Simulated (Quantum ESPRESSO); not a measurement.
## MnS (Alabandite): parallel and opposed starts

Does MnS (Alabandite) prefer parallel or opposed moments, or none?

Calculated with Quantum ESPRESSO 7.5; PBE with U = 4 eV on Mn d (ortho-atomic projectors); plane waves with GBRV 1.5 PBE potentials, no spin-orbit coupling.

Most raw output is cut from this account.

### Step 1. The starting structure

It takes space group Fm-3m (No. 225, cubic). Conventional cell: a = 5.224 Å, b = 5.224 Å, c = 5.224 Å, α = 90.00°, β = 90.00°, γ = 90.00°. Mn has 6 S at 2.61 Å nearest. S has 6 Mn at 2.61 Å nearest. Farther neighbours and most contacts between anions are not listed.

The cell comes from the Crystallography Open Database.

### Step 2. Run 1, typed as ferro +

The signs are those of the starting moments on the seeded atoms, the atoms that are given a moment.

The input, pw.in:

```
&CONTROL
  calculation = 'scf'
  prefix = 'pwscf'
  outdir = './tmp'
  pseudo_dir = './pseudo'
  disk_io = 'nowf'
/
&SYSTEM
  ibrav = 0
  celldm(1) = 8
  nat = 2
  ntyp = 2
  ecutwfc = 40
  ecutrho = 280
  nbnd = 19
  occupations = 'smearing'
  smearing = 'fd'
  degauss = 0.00367493
  nspin = 2
  starting_magnetization(1) = 0.3
  starting_magnetization(2) = 0
/
&ELECTRONS
  conv_thr = 4d-09
  electron_maxstep = 150
  mixing_beta = 0.3
/
ATOMIC_SPECIES
Mn     54.9380 mn_pbe_v1.5.uspp.F.UPF
S      32.0600 s_pbe_v1.4.uspp.F.UPF
CELL_PARAMETERS alat
   0.0000000000000    0.6169483365372    0.6169483365372
   0.6169483365372    0.0000000000000    0.6169483365372
   0.6169483365372    0.6169483365372    0.0000000000000
ATOMIC_POSITIONS crystal
Mn      0.0000000000    0.0000000000    0.0000000000
S       0.5000000000    0.5000000000    0.5000000000
K_POINTS automatic
8 8 8 0 0 0
HUBBARD {ortho-atomic}
U Mn-3d 4.0000
```

On the command line:

```sh
> OMP_NUM_THREADS=1 mpirun -n 4 pw.x -nk 4 -in pw.in > pw.out
```

Wall time 6.6 s (4 MPI ranks of Intel Xeon Platinum 8488C (Sapphire Rapids), shared host); peak memory 0.35 GiB.

Spin moment in the atom's sphere by atom:

```csv
atom,spin moment in the atom's sphere (μB)
Mn1,4.51
S2,0.11
```

Numbers from this step:

```
smearing term TS       : 1.80e-6 eV
magnetization          : 5 μB
absolute magnetization : 5 μB
final state            : ferromagnetic
```

Spin density in the ac plane of the conventional cell at fractional y = 0.000, with atoms of Mn and S within 0.2 Å of it.

Ten even steps from '_' (0.0 e/Å³) to '@' (6.4 e/Å³), each cell a mean:
```
##::____________________..++
..________________________..
____________________________
____________________________
____________________________
____________::--..__________
__________..##@@--__________
__________..++##::__________
____________....____________
____________________________
____________________________
____________________________
--..______________________::
@@--____________________..##
```
Columns run along a (5.2 Å), rows up along c (5.2 Å), edges of the conventional cell, whose origin can differ from the input's. Atoms in or near the plane, at fractional coordinates: Mn at (0.00, 0.00), Mn at (0.50, 0.50), S at (0.50, 0.00), S at (0.00, 0.50).

Valence density in the ac plane of the conventional cell at fractional y = 0.000, with atoms of Mn and S within 0.2 Å of it. It is the smooth field of the valence electrons, not physical close to the nuclei.

Ten steps, logarithmic in the rise over the least value, from '_' (0 e/Å³) to '@' (15 e/Å³), each cell a mean:
```
@@%%--..::==----==--..::**@@
**==..__..--====--::....--**
::..______..::--::..____..::
::..________......______....
----..____..----::____..::--
====--....==%%%%**::..::--==
====--::::**@@@@%%--..--==--
--==--..::**@@@@%%--..::==--
==--::....--****==..__..--==
--::..____..::::..______..::
....______....::..________..
--::____..::------..____..--
%%**::..::--======--....==%%
@@%%--..--==--====--::::**@@
```
Columns run along a (5.2 Å), rows up along c (5.2 Å), edges of the conventional cell, whose origin can differ from the input's. Atoms in or near the plane, at fractional coordinates: Mn at (0.00, 0.00), Mn at (0.50, 0.50), S at (0.50, 0.00), S at (0.00, 0.50).

### Step 3. Start 2: antiferro q=(0,1/2,1/2) +−

This order needs a doubled cell of 4 atoms. The wavevector q is in fractions of the reciprocal vectors of the crystal's primitive cell, as the cells of these inputs are built from it; moments change sign between cells as cos(2π q·R).

The input, pw.in:

```
&CONTROL
  calculation = 'scf'
  prefix = 'pwscf'
  outdir = './tmp'
  pseudo_dir = './pseudo'
  disk_io = 'nowf'
/
&SYSTEM
  ibrav = 0
  celldm(1) = 8
  nat = 4
  ntyp = 3
  ecutwfc = 40
  ecutrho = 280
  nbnd = 30
  occupations = 'smearing'
  smearing = 'fd'
  degauss = 0.00367493
  nspin = 2
  starting_magnetization(1) = 0.3
  starting_magnetization(2) = -0.3
  starting_magnetization(3) = 0
/
&ELECTRONS
  conv_thr = 8d-09
  electron_maxstep = 150
  mixing_beta = 0.3
/
ATOMIC_SPECIES
Mn1    54.9380 mn_pbe_v1.5.uspp.F.UPF
Mn2    54.9380 mn_pbe_v1.5.uspp.F.UPF
S      32.0600 s_pbe_v1.4.uspp.F.UPF
CELL_PARAMETERS alat
   0.0000000000000    0.6169483365372    0.6169483365372
   1.2338966730744    0.0000000000000    1.2338966730744
   1.2338966730744    0.6169483365372    0.6169483365372
ATOMIC_POSITIONS crystal
Mn1     0.0000000000    0.0000000000    0.0000000000
Mn2     0.0000000000    0.5000000000    0.0000000000
S       0.5000000000    0.0000000000    0.5000000000
S       0.5000000000    0.5000000000    0.5000000000
K_POINTS automatic
8 4 8 0 0 0
HUBBARD {ortho-atomic}
U Mn1-3d 4.0000
U Mn2-3d 4.0000
```

Run time: 34 s. Hardware: 4 MPI ranks; peak memory 0.66 GiB.

Spin moment in the atom's sphere by atom:

```
atom  spin moment in the atom's sphere (μB)
 Mn1                                   4.49
 Mn2                                  -4.49
  S3                                  -0.04
  S4                                   0.04
```

This step gave:

```
smearing term TS       : 2.73e-6 eV
magnetization          : 0 μB
absolute magnetization : 9.728 μB
final state            : antiferromagnetic
```

Spin density in the ac plane of the conventional cell at fractional y = 0.000, with atoms of Mn and S within 0.2 Å of it.

Values in e/Å³, 13 rows by 14 columns, each cell a mean:
```
 4.8  1.8  0.3  0.0  0.0  0.0  0.0  0.0  0.0  0.0  0.0  0.1  0.8  3.6
 0.9  0.4  0.1  0.0  0.0  0.0  0.0  0.0  0.0  0.0  0.0  0.1  0.3  0.7
 0.1  0.1  0.0  0.0  0.0  0.0  0.0  0.0  0.0  0.0  0.0  0.0  0.1  0.1
 0.0  0.0  0.0  0.0  0.0  0.0 -0.1 -0.1 -0.1  0.0  0.0  0.0  0.0  0.0
 0.0  0.0  0.0  0.0 -0.1 -0.2 -0.6 -0.7 -0.4 -0.1  0.0  0.0  0.0  0.0
 0.0  0.0  0.0  0.0 -0.1 -0.8 -3.3 -4.4 -1.6 -0.3  0.0  0.0  0.0  0.0
 0.0  0.0  0.0  0.0 -0.2 -1.1 -5.1 -6.4 -2.5 -0.4  0.0  0.0  0.0  0.0
 0.0  0.0  0.0  0.0 -0.1 -0.5 -1.8 -2.5 -1.0 -0.2  0.0  0.0  0.0  0.0
 0.0  0.0  0.0  0.0  0.0 -0.1 -0.3 -0.3 -0.2 -0.1  0.0  0.0  0.0  0.0
 0.0  0.0  0.0  0.0  0.0  0.0  0.0  0.0  0.0  0.0  0.0  0.0  0.0  0.0
 0.2  0.1  0.1  0.0  0.0  0.0  0.0  0.0  0.0  0.0  0.0  0.0  0.1  0.2
 2.1  0.8  0.2  0.0  0.0  0.0  0.0  0.0  0.0  0.0  0.0  0.1  0.4  1.6
 6.2  2.4  0.4  0.0  0.0  0.0  0.0  0.0  0.0  0.0  0.0  0.2  1.1  4.9
```
Columns run along a (5.2 Å), rows up along c (5.2 Å), edges of the conventional cell, whose origin can differ from the input's. Atoms in or near the plane, at fractional coordinates: Mn at (0.00, 0.00), Mn at (0.50, 0.50), S at (0.50, 0.00), S at (0.00, 0.50).

Valence density in the ac plane of the conventional cell at fractional y = 0.000, with atoms of Mn and S within 0.2 Å of it. It is the smooth field of the valence electrons, not physical close to the nuclei.

Ten steps, logarithmic in the rise over the least value, from '_' (0 e/Å³) to '@' (16 e/Å³), each cell a mean:
```
@@##--..::==----==--..::++@@
**==..__..--====--::..__::++
....______..::::::..______..
::..________......______..::
==--::..__::++++--..__..----
--==--....++@@@@##--..::==--
====--::::**@@@@%%--..--==--
====--....==##%%**::..::--==
--::..____..----::____..::--
....______........______....
--..____..::----::..____..::
%%++::..::--======--....==##
@@%%--..::==--====--::::**@@
```
Columns run along a (5.2 Å), rows up along c (5.2 Å), edges of the conventional cell, whose origin can differ from the input's. Atoms in or near the plane, at fractional coordinates: Mn at (0.00, 0.00), Mn at (0.50, 0.50), S at (0.50, 0.00), S at (0.00, 0.50).

### Step 4. Start 3: antiferro q=(0,0,1/2) +−

This order needs a doubled cell of 4 atoms.

Changes to pw.in since step 3:

```diff
@@ -34,11 +34,11 @@
    0.0000000000000    0.6169483365372    0.6169483365372
-   1.2338966730744    0.0000000000000    1.2338966730744
-   1.2338966730744    0.6169483365372    0.6169483365372
+   0.6169483365372    0.0000000000000    0.6169483365372
+   1.2338966730744    1.2338966730744    0.0000000000000
 ATOMIC_POSITIONS crystal
 Mn1     0.0000000000    0.0000000000    0.0000000000
-Mn2     0.0000000000    0.5000000000    0.0000000000
-S       0.5000000000    0.0000000000    0.5000000000
-S       0.5000000000    0.5000000000    0.5000000000
+Mn2     0.0000000000    0.0000000000    0.5000000000
+S       0.5000000000    0.5000000000    0.2500000000
+S       0.5000000000    0.5000000000    0.7500000000
 K_POINTS automatic
-8 4 8 0 0 0
+8 8 4 0 0 0
 HUBBARD {ortho-atomic}
```

Run time: 23 s. Hardware: 4 MPI ranks; peak memory 0.53 GiB.

Spin moment in the atom's sphere by atom:

```csv
atom,spin moment in the atom's sphere (μB)
Mn1,4.43
Mn2,-4.43
S3,0.00
S4,0.00
```

Numbers from this step:

```
smearing term TS       : 6.79e-11 eV
magnetization          : 0 μB
absolute magnetization : 9.487 μB
final state            : antiferromagnetic
```

### Step 5. Start 4: no spin polarisation

The input, pw.in:

```
&CONTROL
  calculation = 'scf'
  prefix = 'pwscf'
  outdir = './tmp'
  pseudo_dir = './pseudo'
  disk_io = 'nowf'
/
&SYSTEM
  ibrav = 0
  celldm(1) = 8
  nat = 2
  ntyp = 2
  ecutwfc = 40
  ecutrho = 280
  nbnd = 17
  occupations = 'smearing'
  smearing = 'fd'
  degauss = 0.00367493
/
&ELECTRONS
  conv_thr = 4d-09
  electron_maxstep = 150
  mixing_beta = 0.3
/
ATOMIC_SPECIES
Mn     54.9380 mn_pbe_v1.5.uspp.F.UPF
S      32.0600 s_pbe_v1.4.uspp.F.UPF
CELL_PARAMETERS alat
   0.0000000000000    0.6169483365372    0.6169483365372
   0.6169483365372    0.0000000000000    0.6169483365372
   0.6169483365372    0.6169483365372    0.0000000000000
ATOMIC_POSITIONS crystal
Mn      0.0000000000    0.0000000000    0.0000000000
S       0.5000000000    0.5000000000    0.5000000000
K_POINTS automatic
8 8 8 0 0 0
HUBBARD {ortho-atomic}
U Mn-3d 4.0000
```

The job ended after 5.4 s (4 MPI ranks; peak memory 0.31 GiB).

This step gave:

- smearing term TS: 0.06485 eV
- final state: non-magnetic (no spin polarisation)

### Step 6. An input with a fault

One input was spoiled on purpose, to see how the program answers.

The input, pw.in:

```
&CONTROL
  calculation = 'scf'
  prefix = 'pwscf'
  outdir = './tmp'
  pseudo_dir = './pseudo'
  disk_io = 'nowf'
/
&SYSTEM
  ibrav = 0
  nat = 3
  ntyp = 2
  ecutwfc = 40
  ecutrho = 280
  nbnd = 19
  occupations = 'smearing'
  smearing = 'fd'
  degauss = 0.00367493
  nspin = 2
  starting_magnetization(1) = 0.3
  starting_magnetization(2) = 0
/
&ELECTRONS
  conv_thr = 4d-09
  electron_maxstep = 75
  mixing_beta = 0.3
/
ATOMIC_SPECIES
Mn     54.9380 mn_pbe_v1.5.uspp.F.UPF
S      32.0600 s_pbe_v1.4.uspp.F.UPF
CELL_PARAMETERS angstrom
   0.0000000000    2.6118000000    2.6118000000
   2.6118000000    0.0000000000    2.6118000000
   2.6118000000    2.6118000000    0.0000000000
ATOMIC_POSITIONS crystal
Mn      0.0000000000    0.0000000000    0.0000000000
S       0.5000000000    0.5000000000    0.5000000000
K_POINTS automatic
8 8 8 0 0 0
HUBBARD {ortho-atomic}
U Mn-3d 4.0000
```

It took 0.64 s on 4 MPI ranks; peak memory 0.07 GiB.

The input was rejected at the start.

The program's message: “read_cards (3): wrong number of columns in ATOMIC_POSITIONS”

The fault put into the input: a wrong number of atoms.

### Step 7. The states side by side

An order is kept where moments of 0.15 μB or more survive with the typed signs; meshes match where a doubled cell samples the same k points as the first cell.

Orders:

```csv
start,final state,typed order kept,energy over the lowest (meV a seeded atom),largest site moment (μB),net moment (μB a cell of the first run),mesh matched,CPU time (s)
ferro +,ferromagnetic,yes,53.75,4.514,5,yes,25.59
"antiferro q=(0,1/2,1/2) +-",antiferromagnetic,yes,33.45,4.492,0,yes,136.2
"antiferro q=(0,0,1/2) +-",antiferromagnetic,yes,0,4.434,0,yes,92.66
no spin polarisation,non-magnetic,-,4734,0,0,yes,20.6
```

### Step 8. Couplings from the energies

E = −Σ J e·e over ordered pairs of unit vectors, so each pair counts twice. As many shells are taken as there are differences of energy, so the couplings are solved for and no residual tests the model; further shells are folded in, and shells whose pairs keep their relative signs in all orders cancel and are not probed. Couplings from the energies:

```csv
pair,distance (Å),neighbours an atom,J (meV)
Mn-Mn,3.694,12,-1.269
Mn-Mn,5.224,6,-3.211
```

### Step 9. Occupations of the corrected shells in the lowest state

Occupations of the Hubbard shells:

```
block  type  shell  spin  electrons             occupation numbers
    1   Mn1     3d    up      4.967  0.990 0.990 0.996 0.996 0.996
    1   Mn1     3d  down     0.2965  0.022 0.022 0.022 0.116 0.116
    2   Mn2     3d    up     0.2965  0.022 0.022 0.022 0.116 0.116
    2   Mn2     3d  down      4.967  0.990 0.990 0.996 0.996 0.996
```

### Step 10. What came out

- lowest state found: antiferromagnetic (from antiferro q=(0,0,1/2) +-)
- largest site moment: 4.43 μB
- next state with moments: antiferromagnetic, 33.5 meV a seeded atom higher
- state without moments (under the same U): 4734 meV a seeded atom higher
- J of the weightiest shell (Mn-Mn, 5.22 Å; E = −Σ J e·e, ordered pairs): -3.21 meV

Under a U the spinless run pays the Hubbard penalty of a partly filled shell, so its energy overstates what forming the moments gains. The largest moment changes by 1.8 % between the kept orders, as for well localised moments. Only these 4 starts were compared; other wavevectors, canted and longer-period orders were not.

[Logs and program files are shortened in this print: banners, set-up blocks, solver, clock and traceback lines can be left out without a mark of their own.]

[Logs are printed without paths, hosts, clocks, repeated set-up lines and the standing remarks that a program may print on its own settings, such as how far it seeks lower states.]

[Hosts, paths, dates, database ids (printed as entryN), source tags and the programs' standing remarks are cut or masked in the printed files.]

[Where a cell is said to come from a database of computed structures, the database is the Materials Project.]
